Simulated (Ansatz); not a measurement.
# LuHg (Pm-3m): from the cell to its phonons, part 2 of 2

Aim: the vibrations of LuHg (Pm-3m), their spectra, and whether the structure is stable.

Ansatz 0.2.0; DFT PBEsol, scalar-relativistic, plane waves, PAW; PAW set soft_1.

So far. Step 3 (Relaxing to small forces for the phonons): The forces vanish by symmetry and the pressure is -0.005 GPa, within the tolerances set. The cell now holds 23.13 Å³/atom. Step 4 (Linear response at the zone centre): Before it was imposed, the acoustic sum rule was missed by 1.3e-4 eV/Å². Small misses are needed for a sound result but don't prove that mesh and cutoff are converged. The lowest optical mode is real, 86.8 cm⁻¹. The relaxed cell has a = 3.590 Å (conventional setting).

## 5. Phonons on a q mesh

Stability and thermal properties need the whole zone. Linear response on a 4×4×4 q mesh gives force constants as far as a supercell of that size would.

Input file input.yaml:

```yaml
crystal:
  lattice:
    - [3.5896151594, 0.0, 0.0]
    - [0.0, 3.5896151594, 0.0]
    - [0.0, 0.0, 3.5896151594]
  atoms:
    - { symbol: Lu, position: [0.5, 0.5, 0.5] }
    - { symbol: Hg, position: [0.0, 0.0, 0.0] }
kpoints:
  mp_grid: { grid: [12, 12, 12] }
hamiltonian:
  xc: pbesol
  pseudopotentials: { kind: paw, azcp: { folder: soft_1 }, xc_functional: pbe }
scf:
  occupations: { method: methfessel_paxton, width: 0.2 }
output:
  eigenvalues: true
phonons:
  method: dfpt
  qmesh: [4, 4, 4]
  temperatures: { t_max: 1000, t_step: 50 }
  qpath:
    path:
      - [[0.0, 0.0, 0.0], [0.0, 0.5, 0.0], [0.5, 0.5, 0.0], [0.0, 0.0, 0.0], [0.5, 0.5, 0.5], [0.0, 0.5, 0.0]]
      - [[0.5, 0.5, 0.5], [0.5, 0.5, 0.0]]
    npoints: 10
```

Run with:

```sh
$ ansatz run input.yaml --threads 4 --pin off --max-ram 10240MiB --backend cpu --events-out ev --progress --plain --runs-dir out
```

Numbers of over 12 decimals in the logs are rounded to 6 here.

The log of the run:

```text
[...]
Crystal: 2 atoms, lattice volume = 46.253 Å³
Basis set: ecut = 420 eV, 895 PW (Γ), exchange–correlation on 48×48×48 points (8 copies of the dense FFT grid, shifted against one another)
Bands: 27, of which v1, the nominal top of the filled ones, is band 23 counted from 1 (22 counted from 0)
Symmetry: 48 space group operations
k-points: 84 of 1728
[...]
SCF iter   1: F=—  HF=-28286.957759 eV  |F-HF|=—  |Δ(HF+E_count)|=         —  Δρ=1.44e-1  dr2=1.63e1  ethr=3.10e-3  ⟨swp⟩=5.3  Hψ=11226  notcnv=0
[...]
SCF iter  13: F=-28283.145335 eV  HF=-28283.145335 eV  |F-HF|=3.64e-12  |Δ(HF+E_count)|=  6.18e-11  S|Δr|=    0.00e0  Δρ=7.07e-8  dr2=1.49e-12  ethr=1.00e-12  ⟨swp⟩=10.0  Hψ=17978  notcnv=0
SCF 1 converged in 13 iterations: F = -28283.145335 eV  dr2 = 1.49e-12
[...]
phonons: the bands overlap, so this run is a metal and interpolates without the dipole-dipole term. If the crystal is really an insulator or semiconductor, its LO-TO splitting is missing
NSCF: frozen V_eff on 84 k-points
[...]
DFPT response loops at q = (0, 0, 0) (fractional): preconditioner auto → Kerker (q_TF=auto, 2.716 Å⁻¹) (partly filled bands, converged f_vac=0.000); β = 1.00, the filter's whole step (`scf.mixing.beta` (0.50) is not read by the response loops under this deck's `scf.mixing.preconditioner`; to damp them name `kerker` or `kerker_dos`, under which they read `scf.mixing.beta`, and type it under 1.00, their step now; both keys bind the ground state too); Broyden in place of MSR1
[...]
SCF converged after 13 iterations
[...]
Free energy (F): -28283.145335 eV
[...]
Internal energy: -28283.147850 eV  (E = F + TS)
E sigma→0 (E₀):  -28283.145964 eV
Entropy (-TS):   0.002515 eV (1.257 meV/atom)
Fermi energy:    16.954296 eV
[...]
--- Band table (eV; the first three rows and the last of 84) ---
  k-point 0: bands = [... 19 lower, 11.4076, 11.4281, 17.4032, 17.4032, 21.4466, 21.4466, 21.4466, 21.4979]
  k-point 1: bands = [... 19 lower, 11.4109, 11.4315, 17.3346, 17.3798, 20.5426, 20.5426, 20.9185, 21.4228]
  k-point 2: bands = [... 19 lower, 11.4197, 11.4410, 16.9219, 17.3148, 19.7346, 19.7346, 20.2676, 21.3583]
  k-point 83: bands = [... 19 lower, 11.4323, 14.8232, 14.8232, 14.8232, 15.3713, 22.2944, 22.2944, 22.2944]
--- Phonons (Γ-DFPT): 2 representative perturbations + reference (Σ response iterations 6) ---
  ASR residual: 4.487e-5 → 0.000e0 eV/Å²; symmetrization residual: 3.106e-5 eV/Å²
  ASR residual per site (eV/Å²): 1.96e-5 4.49e-5
  Γ frequencies (cm⁻¹): 0.00 0.00 0.00 86.75 86.75 86.75
--- Phonons (arbitrary-q DFPT): 10 irreducible q on the 4×4×4 mesh ---
  q = [0.0000, 0.0000, 0.0000] (star 1, of the zone-centre solve; hermiticity 2.40e-5, symmetrization 1.05e-11): -0.00 0.00 0.00 86.75 86.75 86.75
  q = [0.0000, 0.0000, 0.2500] (star 6, 4 solved perturbations in 1848 linear systems a pass and spin channel, the states on 588 of 1728 k-point pairs; hermiticity 8.58e-6, symmetrization 1.71e-12): 38.35 38.35 57.22 82.02 82.02 99.24
[...]
q = [0.0000, 0.2500, -0.5000] (star 12, 6 solved perturbations on 588 of 1728 k-point pairs; hermiticity 5.90e-6, symmetrization 9.70e-8): 46.50 50.96 57.44 63.93 101.07 112.40
[...]
sum rule: each row above includes the acoustic sum rule's correction from the zone centre's row sums; it moved no ω² by more than (0.25 cm⁻¹)²
  mesh force constants: q→R imaginary residual 3.18e-18; ASR residual 4.487e-5 → 0.000e0 eV/Å²; symmetrization residual 1.776e-15 eV/Å²
  interpolated dispersion: 62 rows × 6 modes
  density of states and harmonic sums: on the 20×20×20 q-mesh, interpolated from the force constants of a 4×4×4 supercell (no non-analytic term)
  largest difference from the sums on the solved wave vectors: F 1.52e-2 eV, S 1.92e-5 and C_V 4.01e-6 eV/K
  zero-point energy: 0.026684 eV/cell   skipped modes (ω ≤ 0): 3   left out of the sums: 6.25e-5 of the cell's modes: C_V's classical limit lies that fraction below 3 k_B per atom; for a crystal, a wire or a layer, F and S can be off by more, and a phonons.interpolated_qmesh denser along its periods is the remedy for the sampling
```

Run time: 9 min. Hardware: 4 threads of Arm Neoverse V2, shared host; peak memory 3.1 GiB.

Numbers from this step:

| Property | Result |
| --- | --- |
| sum-rule residual before enforcement | 4.49e-5 eV/Å² |
| lowest frequency on the path | 0 cm⁻¹ |
| highest frequency on the path or at a solved wavevector | 120 cm⁻¹ |
| mean frequency | 71.8 cm⁻¹ |
| Debye temperature (second moment) | 142 K |
| logarithmic mean frequency | 66.7 cm⁻¹ |
| lowest mode on the q mesh (acoustic modes at Γ apart) | 31.94 cm⁻¹ |
| zero-point energy per atom | 13.34 meV |
| heat capacity at 300 K | 24.67 J/(mol atoms K) |
| vibrational entropy at 300 K | 53.53 J/(mol atoms K) |

Frequencies (cm⁻¹) solved at each irreducible wavevector; negative means imaginary. Frequencies by wavevector, by row:

| q in reciprocal lattice units | star | mode 1 | mode 2 | mode 3 | mode 4 | mode 5 | mode 6 |
| --- | --- | --- | --- | --- | --- | --- | --- |
| 0 0 0 | 1 | 0 | 0 | 0 | 86.8 | 86.8 | 86.8 |
| 0 0 0.25 | 6 | 38.4 | 38.4 | 57.2 | 82 | 82 | 99.2 |
| 0 0 -0.5 | 3 | 59.1 | 59.1 | 70.8 | 74.2 | 74.2 | 114.9 |
| 0 0.25 0.25 | 12 | 31.9 | 45.5 | 67.1 | 75.7 | 94.7 | 103.2 |
| 0 0.25 -0.5 | 12 | 46.5 | 51 | 57.4 | 63.9 | 101.1 | 112.4 |
| 0 -0.5 -0.5 | 3 | 34.5 | 34.5 | 51.6 | 56.6 | 120 | 120 |
| 0.25 0.25 0.25 | 8 | 48.4 | 48.4 | 54.3 | 95.9 | 97.1 | 97.1 |
| 0.25 0.25 -0.5 | 12 | 33.2 | 48.7 | 65.3 | 87.3 | 99.2 | 111 |
| 0.25 -0.5 -0.5 | 6 | 46 | 46 | 64.3 | 81.9 | 107.4 | 107.4 |
| -0.5 -0.5 -0.5 | 1 | 60.8 | 60.8 | 60.8 | 93.7 | 93.7 | 93.7 |

Interpolated from a 4×4×4 q mesh. Phonon branches along the path, in cm⁻¹:

| point | branch 1 | branch 2 | branch 3 | branch 4 | branch 5 | branch 6 |
| --- | --- | --- | --- | --- | --- | --- |
| Γ | 0 | 0 | 0 | 87 | 87 | 87 |
| halfway | 38 | 38 | 57 | 82 | 82 | 99 |
| X | 59 | 59 | 71 | 74 | 74 | 115 |
| halfway | 46 | 51 | 57 | 64 | 101 | 112 |
| M | 34 | 34 | 52 | 57 | 120 | 120 |
| halfway | 32 | 46 | 67 | 76 | 95 | 103 |
| Γ | 0 | 0 | 0 | 87 | 87 | 87 |
| halfway | 48 | 48 | 54 | 96 | 97 | 97 |
| R | 61 | 61 | 61 | 94 | 94 | 94 |
| halfway | 33 | 49 | 65 | 87 | 99 | 111 |
| X | 59 | 59 | 71 | 74 | 74 | 115 |
| jump to R | 61 | 61 | 61 | 94 | 94 | 94 |
| halfway | 46 | 46 | 64 | 82 | 107 | 107 |
| M | 34 | 34 | 52 | 57 | 120 | 120 |

The phonon branches as a text plot (rows in cm⁻¹):

```
    118 |            *****                                     **
    112 |      *******   **                         ******    *
    108 |     *     *     ***                      *         *
    102 |    *             ***           ***      **        *
     98 |   *                 *         ******  *** **     *
     92 |  *       *         * **    ***     *******  *   **
     88 |**       *           *******  *            *       *
     82 |  ***                 *    ***              * *     *
     78 |     *  *           **                       ***
     72 |      ****        **                           **
     68 |     *  * *         **                    **         *
     63 |    *      *     ***        ***     ******  **** *****
     58 |   *  ***********     *           ***  **     ****    **
     52 |     *    *  *****             *** *    **   *    **   *
     48 |           *      ***      *   ***       ****       *
     42 |    *      **   *      *      *   *          *
     38 |  **        ** *     *                    * *        **
     32 |              ******* *     **             *           *
     28 | *                   *    *
     22 |  *                   ***  *
     18 | *
     12 |*                      ** *
      8 |*                       *
      2 |                         *
         Γ      X      M          Γ            R        X|R     M
```

The phonon density of states has structure finer than the step of the table below, so its rows give means over 5 cm⁻¹, whole bins alone (the curve runs from 0.5 to 120 cm⁻¹). Peaks (cm⁻¹: height): 35.5: 0.105, 48.5: 0.0967, 57.5: 0.114, 82.5: 0.0812, 111.5: 0.129.

Tetrahedra on a 20×20×20 mesh, mean over bins of 1 cm-1. Interpolated from a 4×4×4 q mesh. The phonon density of states by wavenumber; means over each step:

| wavenumber (cm⁻¹) | phonon density of states (1/cm⁻¹/cell) |
| --- | --- |
| 5 | 2.1e-4 |
| 10 | 0.00109 |
| 15 | 0.00259 |
| 20 | 0.00462 |
| 25 | 0.00768 |
| 30 | 0.0133 |
| 35 | 0.0725 |
| 40 | 0.0845 |
| 45 | 0.0709 |
| 50 | 0.0904 |
| 55 | 0.0889 |
| 60 | 0.102 |
| 65 | 0.0805 |
| 70 | 0.0214 |
| 75 | 0.0381 |
| 80 | 0.0588 |
| 85 | 0.0678 |
| 90 | 0.0552 |
| 95 | 0.0518 |
| 100 | 0.0709 |
| 105 | 0.0786 |
| 110 | 0.0973 |
| 115 | 0.0362 |

Phonopy on the run's constants, 15x15x15 mesh, Gaussian sigma 2.0 cm-1. Interpolated from a 4×4×4 q mesh. The partial phonon density of states by wavenumber; read off at these points; values in 1/cm⁻¹/cell:

| wavenumber (cm⁻¹) | Hg | Lu |
| --- | --- | --- |
| -5.00 | 5.6e-6 | 5.6e-6 |
| -2.50 | 4.7e-5 | 3.7e-5 |
| 0.00 | 9.0e-5 | 8.0e-5 |
| 2.50 | 4.3e-5 | 4.2e-5 |
| 5.00 | 8.3e-5 | 6.7e-5 |
| 7.50 | 4.1e-4 | 3.5e-4 |
| 10.00 | 7.3e-4 | 6.3e-4 |
| 12.50 | 8.8e-4 | 7.5e-4 |
| 15.00 | 0.00143 | 0.00119 |
| 17.50 | 0.00226 | 0.00184 |
| 20.00 | 0.00269 | 0.00216 |
| 22.50 | 0.00307 | 0.00242 |
| 25.00 | 0.00407 | 0.00305 |
| 27.50 | 0.00688 | 0.00495 |
| 30.00 | 0.00916 | 0.00599 |
| 32.50 | 0.0224 | 0.0120 |
| 35.00 | 0.0488 | 0.0240 |
| 37.50 | 0.0605 | 0.0285 |
| 40.00 | 0.0559 | 0.0255 |
| 42.50 | 0.0524 | 0.0223 |
| 45.00 | 0.0520 | 0.0201 |
| 47.50 | 0.0590 | 0.0207 |
| 50.00 | 0.0647 | 0.0216 |
| 52.50 | 0.0639 | 0.0206 |
| 55.00 | 0.0750 | 0.0197 |
| 57.50 | 0.0844 | 0.0167 |
| 59.20 | 0.0859 | 0.0148 |
| 60.00 | 0.0858 | 0.0141 |
| 62.50 | 0.0832 | 0.0133 |
| 65.00 | 0.0648 | 0.0130 |
| 67.50 | 0.0309 | 0.0145 |
| 70.00 | 0.00926 | 0.0167 |
| 72.50 | 0.00590 | 0.0223 |
| 75.00 | 0.00748 | 0.0296 |
| 77.50 | 0.0107 | 0.0361 |
| 80.00 | 0.0151 | 0.0437 |
| 82.50 | 0.0168 | 0.0476 |
| 85.00 | 0.0177 | 0.0508 |
| 87.50 | 0.0157 | 0.0472 |
| 90.00 | 0.0110 | 0.0405 |
| 92.50 | 0.0119 | 0.0447 |
| 95.00 | 0.0131 | 0.0431 |
| 97.50 | 0.0129 | 0.0409 |
| 100.00 | 0.0174 | 0.0544 |
| 101.50 | 0.0189 | 0.0593 |
| 102.50 | 0.0183 | 0.0585 |
| 105.00 | 0.0167 | 0.0597 |
| 107.50 | 0.0171 | 0.0665 |
| 110.00 | 0.0174 | 0.0747 |
| 110.50 | 0.0172 | 0.0751 |
| 112.50 | 0.0139 | 0.0615 |
| 115.00 | 0.0086 | 0.0324 |
| 117.50 | 0.00446 | 0.0138 |
| 120.00 | 0.00158 | 0.00449 |
| 122.50 | 2.6e-4 | 7.0e-4 |
| 125.00 | 8.9e-6 | 2.8e-5 |
| 127.50 | 0 | 0 |

Second derivatives of the energy by pair, one row for each kind of neighbour of each atom listed. Each entry sums the pair over the periodic images of the supercell that the q mesh stands for, and in a polar crystal it holds the long-range dipole part too. Force constants by pair, by row:

| atom | neighbour | distance (Å) | third of the trace (eV/Å²) | along the pair's line (eV/Å²) |
| --- | --- | --- | --- | --- |
| Lu1 | itself | 0 | 4.862 | – |
| Lu1 | Hg | 3.109 | -0.3221 | -1.259 |
| Lu1 | Lu | 3.59 | -0.2227 | -0.9852 |
| Lu1 | Lu | 5.076 | -0.052 | -0.0783 |
| Lu1 | Hg | 5.953 | -0.0012 | 0.0121 |
| Lu1 | Lu | 6.217 | -0.047 | -0.1386 |
| Lu1 | Lu | 7.179 | -4.00e-4 | -0.0702 |
| Hg2 | itself | 0 | 3.019 | – |
| Hg2 | Lu | 3.109 | -0.3221 | -1.259 |
| Hg2 | Hg | 3.59 | -0.0076 | -0.1472 |
| Hg2 | Hg | 5.076 | -0.009 | -0.0144 |
| Hg2 | Lu | 5.953 | -0.0012 | 0.0121 |
| Hg2 | Hg | 6.217 | 0.0061 | -0.0049 |
| Hg2 | Hg | 7.179 | -0.0464 | -0.1986 |

Harmonic thermodynamic functions per atom, from the density of states. Interpolated from a 4×4×4 q mesh. Thermodynamic functions, by row:

| T (K) | F_vib (meV/atom) | S (J/mol-atom/K) | C_V (J/mol-atom/K) |
| --- | --- | --- | --- |
| 0 | 13.34 | 0 | 0 |
| 50 | 10.88 | 13 | 17.53 |
| 100 | 0.19 | 27.19 | 22.64 |
| 200 | -37.37 | 43.59 | 24.33 |
| 300 | -88.03 | 53.53 | 24.67 |
| 400 | -147.4 | 60.65 | 24.79 |
| 500 | -213.2 | 66.19 | 24.84 |
| 600 | -284.2 | 70.72 | 24.87 |
| 700 | -359.6 | 74.55 | 24.89 |
| 800 | -438.6 | 77.88 | 24.9 |
| 900 | -520.9 | 80.81 | 24.91 |
| 1000 | -606 | 83.44 | 24.92 |

Harmonic mean-square displacement, third of the trace. Interpolated from a 4×4×4 q mesh. Mean square displacements, by row:

| T (K) | Lu1 U_eq (Å²) | Hg2 U_eq (Å²) |
| --- | --- | --- |
| 0 | 0.00134 | 0.00158 |
| 100 | 0.00354 | 0.00494 |
| 300 | 0.01003 | 0.0143 |
| 600 | 0.01995 | 0.02849 |

Symmetry leaves 10 wavevectors to solve. The lowest mode among them, the acoustic zeros apart, lies at q = (0, 0.25, 0.25) and is real, 31.9 cm⁻¹.

## 6. Results

| Item | Value |
| --- | --- |
| space group after relaxation (within 0.01 Å) | Pm-3m |
| volume per atom | 23.1 Å³ |
| electronic character | no gap on this mesh |
| highest optical mode at the zone centre (no LO-TO term) | 86.8 cm⁻¹ |
| lowest optical zone-centre mode | 86.8 cm⁻¹ |
| lowest mode on the q mesh (acoustic modes at Γ apart) | 31.9 cm⁻¹ |
| highest frequency on the path or at a solved wavevector | 120 cm⁻¹ |
| zero-point energy per atom | 13.3 meV |
| heat capacity at 300 K | 24.7 J/(mol atoms K) |
| vibrational entropy at 300 K | 53.5 J/(mol atoms K) |
| Debye temperature (second moment) | 142 K |
| imaginary modes on the 4×4×4 q mesh | none |

**Reading.** The structure is a minimum as far as tested: no mode is imaginary at the 10 irreducible wavevectors of the 4×4×4 mesh, and the softest away from the acoustic zeros lies at 32 cm⁻¹. The optical modes at Γ form one degenerate level at 87 cm⁻¹. With no gap, or one that is small against the smearing, the frequencies hang on the k mesh and the smearing, most of all near Kohn anomalies. The phonon runs are without spin polarisation, although the cell has an odd electron count. Spin-orbit coupling is left out, which can matter for the heavy elements here. The PAW files were made for PBE and serve the other functionals too. These are harmonic frequencies at zero temperature: anharmonic shifts, linewidths and thermal expansion are left out.

[Logs are printed without paths, hosts, clocks, repeated set-up lines and the standing remarks that a program may print on its own settings, such as how far it seeks lower states.]

[Hosts, paths, dates, database ids (printed as entryN), source tags and the programs' standing remarks are cut or masked in the printed files.]
